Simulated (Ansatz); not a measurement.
# Direct or indirect: PbS (Fm-3m)

```
Pb S
1.0
     0.00000    2.96575    2.96575
     2.96575    0.00000    2.96575
     2.96575    2.96575    0.00000
Pb S
1 1
Direct
  0.00000 0.00000 0.00000
  0.50000 0.50000 0.50000
```

Method: Ansatz, PBE, independent particles, without spin-orbit coupling, line width 0.1 eV (Gaussian). The band structure gives a fundamental gap of 0.36 eV. The spectrum of vertical transitions near the edge:

```json
{"E (eV)": "0.00", "Im ε, E ∥ xyz": "0.00"}
{"E (eV)": "0.12", "Im ε, E ∥ xyz": "0.00"}
{"E (eV)": "0.24", "Im ε, E ∥ xyz": "0.05"}
{"E (eV)": "0.36", "Im ε, E ∥ xyz": "0.55"}
{"E (eV)": "0.48", "Im ε, E ∥ xyz": "1.26"}
{"E (eV)": "0.60", "Im ε, E ∥ xyz": "1.57"}
{"E (eV)": "0.72", "Im ε, E ∥ xyz": "1.83"}
{"E (eV)": "0.84", "Im ε, E ∥ xyz": "2.17"}
{"E (eV)": "0.96", "Im ε, E ∥ xyz": "2.60"}
{"E (eV)": "1.08", "Im ε, E ∥ xyz": "3.10"}
{"E (eV)": "1.20", "Im ε, E ∥ xyz": "3.65"}
{"E (eV)": "1.32", "Im ε, E ∥ xyz": "4.30"}
{"E (eV)": "1.44", "Im ε, E ∥ xyz": "5.06"}
{"E (eV)": "1.56", "Im ε, E ∥ xyz": "5.98"}
{"E (eV)": "1.68", "Im ε, E ∥ xyz": "7.27"}
{"E (eV)": "1.80", "Im ε, E ∥ xyz": "9.01"}
```

(1) Is the gap direct or indirect, and about where do vertical transitions set in?

## Answers

(1) Direct: the band path has its least direct gap at the fundamental one, 0.36 eV, and the curves rise from there. Lines are broadened by 0.1 eV, which spreads the edge.

[Logs are printed without paths, hosts, clocks, repeated set-up lines and the standing remarks that a program may print on its own settings, such as how far it seeks lower states.]
